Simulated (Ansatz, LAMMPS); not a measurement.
# Elastic response of glassy B2O3 (130 atoms): runs compared

Aim: relax glassy B2O3 (130 atoms), then change its volume and shape to read moduli from the stress.

Computed with Ansatz 0.2.0: Kohn-Sham DFT, r2SCAN, PAW (set soft_2), plane waves.

## Step 1: The cell as built

The cell holds 130 atoms: 52 B and 78 O. Cell: a = 11.435 Å, b = 11.435 Å, c = 11.435 Å, α = 90.0°, β = 90.0°, γ = 90.0°. 130 atoms (52 B, 78 O) placed at random at 1.93 g/cm³, melted at 3000 K for 20 ps at fixed volume with the Buckingham and Coulomb pair potential of Guillot and Sator (Geochim. Cosmochim. Acta 71, 1249 (2007)) with the boron terms of Wang et al. (J. Non-Cryst. Solids 498, 294 (2018)). Quenched from 3000 K to 300 K at 20 K/ps and fixed volume, held 10 ps at zero pressure.

Limits known from the start: The quench rate of 20 K/ps is many orders above laboratory rates, so the cell is likely richer in defects and strain than a real sample. The network of bonds at the start is that of the classical potential that made the cell, and needn't be the one that DFT or experiment would give. Only the Γ point is sampled.

## Step 2: The reference run

The reference is a single point at the end of the relaxation.

Every strained cell starts from the geometry of this run, and its atoms are relaxed with the cell held.

Its input, with most atom lines left out:

```yaml
crystal:
  lattice:
    - [12.09032, 0.29168, -0.11531]
    - [0.29168, 10.70931, -0.09739]
    - [-0.11531, -0.09739, 10.96883]
  atoms:
    - { symbol: B, position: [0.52067, 0.69306, 0.9896] }
    - { symbol: B, position: [0.41151, 0.2573, 0.62322] }
    - { symbol: B, position: [0.27987, 0.52873, 0.5538] }
    - { symbol: B, position: [0.76344, 0.24254, 0.87031] }
    - { symbol: B, position: [0.12737, 0.19309, 0.23931] }
    - { symbol: B, position: [0.87703, 0.72517, 0.95198] }
    - { symbol: B, position: [0.88281, 0.66866, 0.40884] }
    [... atom lines 8 to 130 left out ...]
kpoints:
  mp_grid: { grid: [1, 1, 1] }
hamiltonian:
  xc: r2scan
scf:
  occupations: { method: fixed }
output:
  forces: true
  stress: true
  populations: true
  dos:
    method: { smearing: { sigma: 0.15 } }
    de: 0.1
    projected: { site_lists: { B: [B], O: [O] } }
  eigenvalues: true
  write_density: true
  write_potential: true
  volumetric_format: npy
  elf: true
```

```
free energy per atom   : -404.6860 eV/atom
r.m.s. force component : 0.00658 eV/Å
pressure               : 0.02404 GPa
```

Filled and empty levels are parted by 6.49 eV (at Γ alone); a semilocal functional tends to put such gaps too low. In a disordered cell it changes from sample to sample, and tail or defect levels can set it.

## Step 3: The runs

Each row is one run, on 4 threads of AMD EPYC 9R45, shared host. The free energy is the program's total, comparable only between runs with the same functional, potentials and atoms.

| run | atoms | outcome | ionic steps, all passes | free energy (eV) | time | host memory (GiB) |
| --- | --- | --- | --- | --- | --- | --- |
| Single point at the start | 130 | converged | - | -52591.009 | 21 s | 4.3 |
| Cell and atoms relaxed | 130 | converged | 32 | -52609.184 | 11 min | 4.2 |
| Single point at the relaxed geometry | 130 | converged | - | -52609.184 | 27 s | 4.0 |
| Volume -3 % | 130 | converged | 6 | -52609.024 | 1.8 min | 3.9 |
| Volume +3 % | 130 | converged | 15 | -52609.111 | 4.6 min | 4.0 |
| Volume -6 % | 130 | converged | 7 | -52608.546 | 2.3 min | 3.8 |
| Volume +6 % | 130 | converged | 17 | -52608.936 | 4.9 min | 4.3 |
| Volume -10 % | 130 | converged | 12 | -52607.337 | 3 min | 3.8 |
| Stretched by 1 % along x | 130 | converged | 13 | -52609.207 | 3.4 min | 4.0 |
| Compressed by 1 % along x | 130 | converged | 14 | -52609.317 | 3.6 min | 3.9 |
| Sheared by 2 % in xy | 130 | converged | 4 | -52609.166 | 71 s | 3.9 |

In some runs the program notes that the SCF threshold is loose for the stress.

## Step 4: Pressure against volume

Atoms are relaxed at each volume, in the scaled cell.

| volume change (%) | volume (Å³/atom) | energy change (meV/atom) | pressure (GPa) | largest move on relaxing (Å) | bonds | gap (eV) |
| --- | --- | --- | --- | --- | --- | --- |
| -10 | 9.824 | 14.21 | 4.50 | 0.57 | 156 | 6.64 |
| -6 | 10.261 | 4.91 | 2.49 | 0.40 | 156 | 6.60 |
| -3 | 10.588 | 1.24 | 1.19 | 0.23 | 156 | 6.54 |
| +0 | 10.916 | 0.00 | 0.02 | - | 156 | 6.49 |
| +3 | 11.243 | 0.56 | -1.01 | 0.66 | 156 | 6.50 |
| +6 | 11.571 | 1.91 | -1.77 | 1.22 | 156 | 6.55 |

## Step 5: Uniaxial strain and shear

Stress (GPa, compression positive) less that of the relaxed cell, atoms relaxed:

| strain | xx | yy | zz | xy | energy change (meV/atom) |
| --- | --- | --- | --- | --- | --- |
| stretched by 1 % along x | -0.191 | -0.264 | -0.246 | 0.111 | -0.18 |
| compressed by 1 % along x | 0.384 | 0.495 | 0.486 | 0.182 | -1.02 |
| sheared by 2 % in xy | 0.094 | -0.046 | -0.014 | -0.301 | 0.14 |

## Step 6: Findings

The bulk modulus, from the slope of pressure against ln V over the three points nearest the relaxed volume, is 36.7 GPa; a quadratic over all points gives a pressure derivative of about 3.9. At -10 %, +3 % and +6 % some atom moved by over 0.5 Å on relaxing, so those points may sit in another local minimum. The curvature of the energy over the same three points gives 29.3 GPa instead, so stress and energy disagree and the modulus is uncertain by that much. The gap goes from 6.64 eV at the smallest volume to 6.55 eV at the largest, not monotonically (lowest 6.49, highest 6.64 eV), on the run's k-points. Stretch and compression disagree (xx stress changes of -0.19 and 0.38 GPa), so C11 is only a mean of unlike responses. The cells stretched by 1 % along x; compressed by 1 % along x each end below the relaxed cell in energy, so the reference wasn't the lowest nearby minimum and the moduli are doubtful. In the Cartesian axes of the cell, finite differences give C11 = 28.7, C12 = 38.0, C13 = 36.6 and C66 = 15.1 GPa (the shear of 2 % is the engineering strain, εxy = 0.01). An off-diagonal constant as large as C11 can't hold in a stable isotropic solid; here it points to a strained cell that relaxed into another minimum, so these constants aren't elastic ones.

**Limits.** Strains are finite and relaxations stop at the force tolerance of the input, which can leave moduli too stiff; they are those of a static cell at zero temperature. Volumes are changed with the cell's shape held, so in an anisotropic solid the modulus lies over the one under free hydrostatic load. The program notes that the SCF threshold of the relaxations is loose for the stress.

The DFT runs together took 37 min of wall time.

[Logs are printed without paths, hosts, clocks, repeated set-up lines and the standing remarks that a program may print on its own settings, such as how far it seeks lower states.]

[Hosts, paths, dates, database ids (printed as entryN), source tags and the programs' standing remarks are cut or masked in the printed files.]
